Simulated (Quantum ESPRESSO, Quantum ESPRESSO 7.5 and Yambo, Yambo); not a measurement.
**Quasiparticle gap of WS2 (Tungstenite) in Yambo**

How does a plane-wave GW calculation on WS2 (Tungstenite) run from the first input to the gap?

Calculated with Quantum ESPRESSO 7.5 and Yambo 5.3.0; PBE and many-body steps on it, plane waves.

The database entry behind the starting cell differs from later determinations by our own check (an axis about 1.4 % long against later determinations), so it need not match the best structure at ambient conditions.

## Step 1: Set-up

Symmetry: P6_3/mmc, No. 194, hexagonal system. The conventional cell has a = 3.180 Å, b = 3.180 Å, c = 12.500 Å, α = 90.00°, β = 90.00°, γ = 120.00°. Nearest to W lie 6 S at 2.41 Å. S has 3 W at 2.41 Å nearest. Farther neighbours and most contacts between anions are not listed.

The cell and positions come from the Crystallography Open Database and are kept as given unless a step says otherwise. Spin-orbit coupling is left out unless a step names it.

## Step 2: Ground state

This step: Quantum ESPRESSO 7.5; DFT, PBE, plane waves, norm-conserving pseudopotentials.

The ground-state density comes first.

File pw.in:

```
&control
  calculation = 'scf'
  prefix = 'x'
  outdir = 'o'
  pseudo_dir = 'pseudo'
  tprnfor = .true.
  tstress = .true.
/
&system
  ibrav = 0
  nat = 6
  ntyp = 2
  ecutwfc = 62.0
  nbnd = 33
  force_symmorphic = .true.
/
&electrons
  conv_thr = 1e-10
  electron_maxstep = 80
  mixing_beta = 0.5
/
ATOMIC_SPECIES
  W 183.84 W.upf
  S 32.06 S.upf
CELL_PARAMETERS angstrom
  3.1800000000 0.0000000000 0.0000000000
  -1.5900000000 2.7539607840 0.0000000000
  0.0000000000 0.0000000000 12.5000000000
ATOMIC_POSITIONS crystal
  W 0.3333333333 0.6666666667 0.2500000000
  W 0.6666666667 0.3333333333 0.7500000000
  S 0.3333333333 0.6666666667 0.6250000000
  S 0.6666666667 0.3333333333 0.1250000000
  S 0.3333333333 0.6666666667 0.8750000000
  S 0.6666666667 0.3333333333 0.3750000000
K_POINTS automatic
  6 6 2 0 0 0
```

Launch:

```
> OMP_NUM_THREADS=1 mpirun -n 8 pw.x -nk 8 -in pw.in > pw.out
```

What it wrote:

```text
Program PWSCF v.7.5 starts

     This program is part of the open-source Quantum ESPRESSO suite
     for quantum simulation of materials; please cite
         "P. Giannozzi et al., J. Phys.:Condens. Matter 21 395502 (2009);
         "P. Giannozzi et al., J. Phys.:Condens. Matter 29 465901 (2017);
         "P. Giannozzi et al., J. Chem. Phys. 152 154105 (2020);
     in publications or presentations arising from this work. More details at
     Message from routine setup:
     using ibrav=0 with symmetry is DISCOURAGED, use correct ibrav instead

     G-vector sticks info

     bravais-lattice index     =            0
     lattice parameter (alat)  =       6.0093  a.u.
     unit-cell volume          =     738.7398 (a.u.)^3
     number of atoms/cell      =            6
     number of atomic types    =            2
     number of electrons       =        52.00
     number of Kohn-Sham states=           33
     kinetic-energy cutoff     =      62.0000  Ry
     charge density cutoff     =     248.0000  Ry
     scf convergence threshold =      1.0E-10
     mixing beta               =       0.5000
     number of iterations used =            8  plain     mixing
     Exchange-correlation= PBE
                           (   1   4   3   4   0   0   0)

     celldm(1)=   6.009329  celldm(2)=   0.000000  celldm(3)=   0.000000
     celldm(4)=   0.000000  celldm(5)=   0.000000  celldm(6)=   0.000000

     crystal axes: (cart. coord. in units of alat)
               a(1) = (   1.000000   0.000000   0.000000 )
               a(2) = (  -0.500000   0.866025   0.000000 )
               a(3) = (   0.000000   0.000000   3.930818 )

     reciprocal axes: (cart. coord. in units 2 pi/alat)
               b(1) = (  1.000000  0.577350 -0.000000 )
               b(2) = (  0.000000  1.154701  0.000000 )
               b(3) = (  0.000000 -0.000000  0.254400 )
     Pseudo is Norm-conserving + core correction, Zval = 14.0
     Generated using ONCVPSP code by D. R. Hamann
     Using radial grid of 1396 points,  8 beta functions with:
     Pseudo is Norm-conserving + core correction, Zval =  6.0
     Generated using ONCVPSP code by D. R. Hamann
     Using radial grid of 1146 points,  6 beta functions with:
     W                14.00   183.84000     W ( 1.00)
     S                 6.00    32.06000     S ( 1.00)

     12 Sym. Ops., with inversion, found

   Cartesian axes

     site n.     atom                  positions (alat units)
         1        W      tau(   1) = (  -0.0000000   0.5773503   0.9827044  )
         2        W      tau(   2) = (   0.5000000   0.2886751   2.9481132  )
         3        S      tau(   3) = (  -0.0000000   0.5773503   2.4567610  )
         4        S      tau(   4) = (   0.5000000   0.2886751   0.4913522  )
         5        S      tau(   5) = (  -0.0000000   0.5773503   3.4394654  )
         6        S      tau(   6) = (   0.5000000   0.2886751   1.4740566  )

     number of k points=    14
                       cart. coord. in units 2pi/alat
        k(    1) = (   0.0000000   0.0000000   0.0000000), wk =   0.0277778
        k(    2) = (   0.0000000   0.0000000  -0.1272000), wk =   0.0277778
        k(    3) = (   0.0000000   0.1924501   0.0000000), wk =   0.1666667
        k(    4) = (   0.0000000   0.1924501  -0.1272000), wk =   0.1666667
        k(    5) = (   0.0000000   0.3849002   0.0000000), wk =   0.1666667
        k(    6) = (   0.0000000   0.3849002  -0.1272000), wk =   0.1666667
        k(    7) = (   0.0000000  -0.5773503   0.0000000), wk =   0.0833333
        k(    8) = (   0.0000000  -0.5773503  -0.1272000), wk =   0.0833333
        k(    9) = (   0.1666667   0.2886751   0.0000000), wk =   0.1666667
        k(   10) = (   0.1666667   0.2886751  -0.1272000), wk =   0.1666667
        k(   11) = (   0.1666667   0.4811252   0.0000000), wk =   0.3333333
        k(   12) = (   0.1666667   0.4811252  -0.1272000), wk =   0.3333333
        k(   13) = (   0.3333333   0.5773503   0.0000000), wk =   0.0555556
        k(   14) = (   0.3333333   0.5773503  -0.1272000), wk =   0.0555556

     Dense  grid:    48563 G-vectors     FFT dimensions: (  32,  32, 120)

     Initial potential from superposition of free atoms

     starting charge      51.9988, renormalised to      52.0000
     Starting wfcs are   36 randomized atomic wfcs

     per-process dynamical memory:    48.6 Mb

     Self-consistent Calculation

     iteration #  1     ecut=    62.00 Ry     beta= 0.50

     Threshold (ethr) on eigenvalues was too large:
     Diagonalizing with lowered threshold

     total energy              =    -392.02782739 Ry
     estimated scf accuracy    <       0.18479510 Ry

     iteration #  2     ecut=    62.00 Ry     beta= 0.50

     total energy              =    -392.04667834 Ry
     estimated scf accuracy    <       0.05120191 Ry

     iteration #  3     ecut=    62.00 Ry     beta= 0.50

     total energy              =    -392.05702431 Ry
     estimated scf accuracy    <       0.04914309 Ry

     iteration #  4     ecut=    62.00 Ry     beta= 0.50

     total energy              =    -392.06334700 Ry
     estimated scf accuracy    <       0.00141257 Ry

     iteration #  5     ecut=    62.00 Ry     beta= 0.50

     total energy              =    -392.06375146 Ry
     estimated scf accuracy    <       0.00234165 Ry

     iteration #  6     ecut=    62.00 Ry     beta= 0.50

     total energy              =    -392.06377300 Ry
     estimated scf accuracy    <       0.00076065 Ry

     iteration #  7     ecut=    62.00 Ry     beta= 0.50

     total energy              =    -392.06383816 Ry
     estimated scf accuracy    <       0.00003157 Ry

     iteration #  8     ecut=    62.00 Ry     beta= 0.50

     total energy              =    -392.06385240 Ry
     estimated scf accuracy    <       0.00001037 Ry

     iteration #  9     ecut=    62.00 Ry     beta= 0.50

     total energy              =    -392.06385218 Ry
     estimated scf accuracy    <       0.00000299 Ry

     iteration # 10     ecut=    62.00 Ry     beta= 0.50

     total energy              =    -392.06385240 Ry
     estimated scf accuracy    <       0.00000033 Ry

     iteration # 11     ecut=    62.00 Ry     beta= 0.50

     total energy              =    -392.06385247 Ry
     estimated scf accuracy    <          3.0E-09 Ry

     iteration # 12     ecut=    62.00 Ry     beta= 0.50

     total energy              =    -392.06385248 Ry
     estimated scf accuracy    <          2.6E-09 Ry

     iteration # 13     ecut=    62.00 Ry     beta= 0.50

     total energy              =    -392.06385248 Ry
     estimated scf accuracy    <          8.0E-10 Ry

     iteration # 14     ecut=    62.00 Ry     beta= 0.50

     total energy              =    -392.06385248 Ry
     estimated scf accuracy    <          2.3E-10 Ry

     iteration # 15     ecut=    62.00 Ry     beta= 0.50

     End of self-consistent calculation

          k = 0.0000 0.0000 0.0000 (  6137 PWs)   bands (ev):

   -63.3991 -63.3991 -27.6426 -27.6425 -27.4826 -27.4826 -27.4826 -27.4826
    -4.2733  -4.0891  -2.7023  -2.3474   3.7836   4.6960   7.6046   7.7319
     7.7319   7.7434   7.7434   8.9563   8.9563   8.9988   8.9988   9.6890
    10.1753  11.2627  13.5080  13.5080  13.5157  13.5157  13.6042  13.6042
    13.7554

          k = 0.0000 0.0000-0.1272 (  6096 PWs)   bands (ev):

   -63.3991 -63.3991 -27.6425 -27.6425 -27.4826 -27.4826 -27.4826 -27.4826
    -4.1894  -4.1894  -2.5193  -2.5193   4.1841   4.1841   7.7376   7.7376
     7.7376   7.7376   8.4655   8.4655   8.9775   8.9775   8.9775   8.9775
    10.9597  10.9597  13.5048  13.5048  13.5048  13.5048  13.6864  13.6864
    13.6864

          k = 0.0000 0.1925 0.0000 (  6135 PWs)   bands (ev):

   -63.3949 -63.3949 -27.6270 -27.6270 -27.5681 -27.5681 -27.5025 -27.5025
    -3.8305  -3.6484  -2.5208  -2.2083   4.2958   5.1912   6.7278   6.7785
     6.9621   7.7574   8.1436   8.1746   8.3505   8.4047   8.9445   9.7699
    10.0929  10.4557  12.8375  13.2590  13.3679  13.4506  13.4901  13.6517
    14.1689

          k = 0.0000 0.1925-0.1272 (  6126 PWs)   bands (ev):

     [... further k-points ...]

     highest occupied, lowest unoccupied level (ev):    11.2627   12.3126

!    total energy              =    -392.06385248 Ry
     estimated scf accuracy    <          1.5E-11 Ry

     The total energy is the sum of the following terms:
     one-electron contribution =    -172.81571780 Ry
     hartree contribution      =     106.88692290 Ry
     xc contribution           =     -91.83879003 Ry
     ewald contribution        =    -234.29626755 Ry

     convergence has been achieved in  15 iterations

     Forces acting on atoms (cartesian axes, Ry/au):

     atom    1 type  1   force =    -0.00000000   -0.00000000   -0.00000046
     atom    2 type  1   force =     0.00000000   -0.00000000    0.00000046
     atom    3 type  2   force =     0.00000000    0.00000000   -0.00551452
     atom    4 type  2   force =     0.00000000    0.00000000   -0.00551475
     atom    5 type  2   force =     0.00000000    0.00000000    0.00551475
     atom    6 type  2   force =     0.00000000    0.00000000    0.00551452

     Total force =     0.011029     Total SCF correction =     0.000015

     Computing stress (Cartesian axis) and pressure

          total   stress  (Ry/bohr**3)                   (kbar)     P=       22.33
   0.00010889  -0.00000000   0.00000000           16.02       -0.00        0.00
  -0.00000000   0.00010889   0.00000000           -0.00       16.02        0.00
   0.00000000   0.00000000   0.00023755            0.00        0.00       34.94

     XML data file, charge density, pseudopotentials, collected wavefunctions

=------------------------------------------------------------------------------=
   JOB DONE.
=------------------------------------------------------------------------------=
```

The job ended after 20 s (8 MPI ranks of AMD EPYC 7R43, shared host; peak memory 0.8 GiB).

Numbers from this step:

| Item | Value |
| --- | --- |
| total energy | -5334.3005 eV |
| gap | 1.050 eV |
| k of the valence top | 0, 0, 0 |
| k of the conduction bottom | 0.1667, 0.1667, 0 |
| least direct gap | 1.737 eV |
| pressure | 2.233 GPa |

The gap is indirect, with the least direct gap 0.69 eV higher.

## Step 3: Bands along the symmetry lines

The cheap functional maps the bands first; the places of the edges decide which points the dearer methods must see.

File pw.in:

```
&control
  calculation = 'bands'
  prefix = 'x'
  outdir = 'o'
  pseudo_dir = 'pseudo'
/
&system
  ibrav = 0
  nat = 6
  ntyp = 2
  ecutwfc = 62.0
  nbnd = 32
  force_symmorphic = .true.
/
&electrons
  conv_thr = 1e-9
  electron_maxstep = 80
  diago_full_acc = .true.
  diago_thr_init = 5e-6
/
ATOMIC_SPECIES
  W 183.84 W.upf
  S 32.06 S.upf
CELL_PARAMETERS angstrom
  3.1800000000 0.0000000000 0.0000000000
  -1.5900000000 2.7539607840 0.0000000000
  0.0000000000 0.0000000000 12.5000000000
ATOMIC_POSITIONS crystal
  W 0.3333333333 0.6666666667 0.2500000000
  W 0.6666666667 0.3333333333 0.7500000000
  S 0.3333333333 0.6666666667 0.6250000000
  S 0.6666666667 0.3333333333 0.1250000000
  S 0.3333333333 0.6666666667 0.8750000000
  S 0.6666666667 0.3333333333 0.3750000000
K_POINTS crystal
  75
  0.00000000 0.00000000 0.00000000 1
  0.06250000 0.00000000 0.00000000 1
  0.12500000 0.00000000 0.00000000 1
  0.18750000 0.00000000 0.00000000 1
  0.25000000 0.00000000 0.00000000 1
  0.31250000 0.00000000 0.00000000 1
  0.37500000 0.00000000 0.00000000 1
  0.43750000 0.00000000 0.00000000 1
  0.50000000 0.00000000 0.00000000 1
  0.47916667 0.04166667 0.00000000 1
  0.45833333 0.08333333 0.00000000 1
  0.43750000 0.12500000 0.00000000 1
  0.41666666 0.16666666 0.00000000 1
  0.39583333 0.20833333 0.00000000 1
  0.37500000 0.25000000 0.00000000 1
  0.35416666 0.29166666 0.00000000 1
  0.33333333 0.33333333 0.00000000 1
  0.29166666 0.29166666 0.00000000 1
  0.25000000 0.25000000 0.00000000 1
  0.20833333 0.20833333 0.00000000 1
  0.16666666 0.16666666 0.00000000 1
  0.12500000 0.12500000 0.00000000 1
  0.08333333 0.08333333 0.00000000 1
  0.04166667 0.04166667 0.00000000 1
  0.00000000 0.00000000 0.00000000 1
  0.00000000 0.00000000 0.06250000 1
  0.00000000 0.00000000 0.12500000 1
  0.00000000 0.00000000 0.18750000 1
  0.00000000 0.00000000 0.25000000 1
  0.00000000 0.00000000 0.31250000 1
  0.00000000 0.00000000 0.37500000 1
  0.00000000 0.00000000 0.43750000 1
  0.00000000 0.00000000 0.50000000 1
  0.06250000 0.00000000 0.50000000 1
  0.12500000 0.00000000 0.50000000 1
  0.18750000 0.00000000 0.50000000 1
  0.25000000 0.00000000 0.50000000 1
  0.31250000 0.00000000 0.50000000 1
  0.37500000 0.00000000 0.50000000 1
  0.43750000 0.00000000 0.50000000 1
  0.50000000 0.00000000 0.50000000 1
  0.47916667 0.04166667 0.50000000 1
  0.45833333 0.08333333 0.50000000 1
  0.43750000 0.12500000 0.50000000 1
  0.41666666 0.16666666 0.50000000 1
  0.39583333 0.20833333 0.50000000 1
  0.37500000 0.25000000 0.50000000 1
  0.35416666 0.29166666 0.50000000 1
  0.33333333 0.33333333 0.50000000 1
  0.29166666 0.29166666 0.50000000 1
  0.25000000 0.25000000 0.50000000 1
  0.20833333 0.20833333 0.50000000 1
  0.16666666 0.16666666 0.50000000 1
  0.12500000 0.12500000 0.50000000 1
  0.08333333 0.08333333 0.50000000 1
  0.04166667 0.04166667 0.50000000 1
  0.00000000 0.00000000 0.50000000 1
  0.50000000 0.00000000 0.50000000 1
  0.50000000 0.00000000 0.43750000 1
  0.50000000 0.00000000 0.37500000 1
  0.50000000 0.00000000 0.31250000 1
  0.50000000 0.00000000 0.25000000 1
  0.50000000 0.00000000 0.18750000 1
  0.50000000 0.00000000 0.12500000 1
  0.50000000 0.00000000 0.06250000 1
  0.50000000 -0.00000000 0.00000000 1
  0.33333333 0.33333333 0.50000000 1
  0.33333333 0.33333333 0.43750000 1
  0.33333333 0.33333333 0.37500000 1
  0.33333333 0.33333333 0.31250000 1
  0.33333333 0.33333333 0.25000000 1
  0.33333333 0.33333333 0.18750000 1
  0.33333333 0.33333333 0.12500000 1
  0.33333333 0.33333333 0.06250000 1
  0.33333333 0.33333333 0.00000000 1
```

What it wrote:

```text
[banner, memory and clock lines left out]
Program PWSCF v.7.5 starts

     Atomic positions and unit cell read from directory:
     o/x.save/

     Message from routine setup:
     using ibrav=0 with symmetry is DISCOURAGED, use correct ibrav instead

     G-vector sticks info

     bravais-lattice index     =            0
     lattice parameter (alat)  =       6.0093  a.u.
     unit-cell volume          =     738.7398 (a.u.)^3
     number of atoms/cell      =            6
     number of atomic types    =            2
     number of electrons       =        52.00
     number of Kohn-Sham states=           32
     kinetic-energy cutoff     =      62.0000  Ry
     charge density cutoff     =     248.0000  Ry
     Exchange-correlation= PBE
                           (   1   4   3   4   0   0   0)

     celldm(1)=   6.009329  celldm(2)=   0.000000  celldm(3)=   0.000000
     celldm(4)=   0.000000  celldm(5)=   0.000000  celldm(6)=   0.000000

     crystal axes: (cart. coord. in units of alat)
               a(1) = (   1.000000   0.000000   0.000000 )
               a(2) = (  -0.500000   0.866025   0.000000 )
               a(3) = (   0.000000   0.000000   3.930818 )

     reciprocal axes: (cart. coord. in units 2 pi/alat)
               b(1) = (  1.000000  0.577350 -0.000000 )
               b(2) = (  0.000000  1.154701  0.000000 )
               b(3) = (  0.000000 -0.000000  0.254400 )
     Pseudo is Norm-conserving + core correction, Zval = 14.0
     Generated using ONCVPSP code by D. R. Hamann
     Using radial grid of 1396 points,  8 beta functions with:
     Pseudo is Norm-conserving + core correction, Zval =  6.0
     Generated using ONCVPSP code by D. R. Hamann
     Using radial grid of 1146 points,  6 beta functions with:
     W                14.00   183.84000     W ( 1.00)
     S                 6.00    32.06000     S ( 1.00)

     12 Sym. Ops., with inversion, found

   Cartesian axes

     site n.     atom                  positions (alat units)
         1        W      tau(   1) = (  -0.0000000   0.5773503   0.9827044  )
         2        W      tau(   2) = (   0.5000000   0.2886751   2.9481132  )
         3        S      tau(   3) = (  -0.0000000   0.5773503   2.4567610  )
         4        S      tau(   4) = (   0.5000000   0.2886751   0.4913522  )
         5        S      tau(   5) = (  -0.0000000   0.5773503   3.4394654  )
         6        S      tau(   6) = (   0.5000000   0.2886751   1.4740566  )

     number of k points=    75
                       cart. coord. in units 2pi/alat
        k(    1) = (   0.0000000   0.0000000   0.0000000), wk =   0.0266667
        k(    2) = (   0.0625000   0.0360844   0.0000000), wk =   0.0266667
        k(    3) = (   0.1250000   0.0721688   0.0000000), wk =   0.0266667
[...]
[... 63 further rows ...]
        k(   74) = (   0.3333333   0.5773503   0.0159000), wk =   0.0266667
        k(   75) = (   0.3333333   0.5773503   0.0000000), wk =   0.0266667

     Dense  grid:    48563 G-vectors     FFT dimensions: (  32,  32, 120)

     The potential is recalculated from file :
     o/x.save/charge-density

     Starting wfcs are   36 randomized atomic wfcs

     Band Structure Calculation

     End of band structure calculation

          k = 0.0000 0.0000 0.0000 (  6137 PWs)   bands (ev):

   -63.3991 -63.3991 -27.6426 -27.6425 -27.4826 -27.4826 -27.4826 -27.4826
    -4.2733  -4.0891  -2.7023  -2.3474   3.7836   4.6960   7.6046   7.7320
     7.7320   7.7435   7.7435   8.9563   8.9563   8.9988   8.9988   9.6891
[...]
k = 0.0625 0.0361 0.0000 (  6107 PWs)   bands (ev):

[...]
k = 0.1250 0.0722 0.0000 (  6127 PWs)   bands (ev):

[...]
k = 0.3333 0.5774 0.0159 (  6072 PWs)   bands (ev):

[...]
k = 0.3333 0.5774 0.0000 (  6066 PWs)   bands (ev):

[...]
6.0086   6.2130   6.7159   6.7159   7.2314   7.2314   8.3537   8.3537
    10.5338  10.7010  12.4378  12.4378  13.4505  14.5272  14.5892  14.5892

     XML data file, pseudopotentials, collected wavefunctions
```

It took 24 s on 8 MPI ranks; peak memory 0.72 GiB; 2.8 min of CPU time.

This step gave:

```yaml
gap: 1.050 eV
k_of_the_valence_top: 0, 0, 0
k_of_the_conduction_bottom: 0.1667, 0.1667, 0
least_direct_gap: 1.737 eV
```

The gap is 1.050 eV, as in the run before at this level.

The electronic bands at the labelled points (eV, zero at the top of the highest filled band):

| point | band 23 | band 24 | band 25 | band 26 | band 27 | band 28 | band 29 | band 30 |
| --- | --- | --- | --- | --- | --- | --- | --- | --- |
| Γ | -2.26 | -1.57 | -1.09 | 0.00 | 2.25 | 2.25 | 2.25 | 2.25 |
| halfway | -2.57 | -1.87 | -1.56 | -1.44 | 1.39 | 1.83 | 2.01 | 2.27 |
| M | -2.02 | -1.86 | -1.67 | -1.50 | 2.21 | 2.24 | 2.56 | 2.78 |
| halfway | -2.92 | -2.60 | -1.20 | -0.99 | 1.86 | 1.93 | 2.78 | 2.84 |
| K | -2.91 | -2.91 | -0.73 | -0.56 | 1.18 | 1.18 | 2.19 | 3.26 |
| halfway | -2.10 | -1.83 | -1.52 | -1.49 | 1.05 | 1.79 | 2.03 | 2.16 |
| Γ | -2.26 | -1.57 | -1.09 | 0.00 | 2.25 | 2.25 | 2.25 | 2.25 |
| halfway | -2.27 | -2.08 | -0.70 | -0.07 | 2.24 | 2.24 | 2.25 | 2.25 |
| A | -2.29 | -2.29 | -0.30 | -0.30 | 2.24 | 2.24 | 2.24 | 2.24 |
| halfway | -2.30 | -2.30 | -1.47 | -1.47 | 1.77 | 1.77 | 1.92 | 1.92 |
| L | -1.94 | -1.94 | -1.57 | -1.57 | 2.22 | 2.22 | 2.69 | 2.69 |
| halfway | -2.81 | -2.81 | -1.08 | -1.08 | 1.90 | 1.90 | 2.83 | 2.83 |
| H | -3.04 | -3.04 | -0.65 | -0.65 | 1.18 | 1.18 | 2.65 | 2.65 |
| halfway | -2.02 | -2.02 | -1.50 | -1.50 | 1.40 | 1.40 | 2.16 | 2.16 |
| A | -2.29 | -2.29 | -0.30 | -0.30 | 2.24 | 2.24 | 2.24 | 2.24 |
| jump to L | -1.94 | -1.94 | -1.57 | -1.57 | 2.22 | 2.22 | 2.69 | 2.69 |
| halfway | -1.99 | -1.88 | -1.64 | -1.52 | 2.21 | 2.24 | 2.60 | 2.75 |
| M | -2.02 | -1.86 | -1.67 | -1.50 | 2.21 | 2.24 | 2.56 | 2.78 |
| jump to H | -3.04 | -3.04 | -0.65 | -0.65 | 1.18 | 1.18 | 2.65 | 2.65 |
| halfway | -2.97 | -2.97 | -0.71 | -0.59 | 1.18 | 1.18 | 2.32 | 3.06 |
| K | -2.91 | -2.91 | -0.73 | -0.56 | 1.18 | 1.18 | 2.19 | 3.26 |

(Continued in part 2 of 3.)

[Paths, hosts, dates, memory and timing lines, banners, echoed tables and standing remarks are left out of the program output.]

[Logs are printed without paths, hosts, clocks, repeated set-up lines and the standing remarks that a program may print on its own settings, such as how far it seeks lower states.]

[Runs of the session that timed out or met a known fault of the program may be left out.]

[Hosts, paths, dates, database ids (printed as entryN), source tags and the programs' standing remarks are cut or masked in the printed files.]
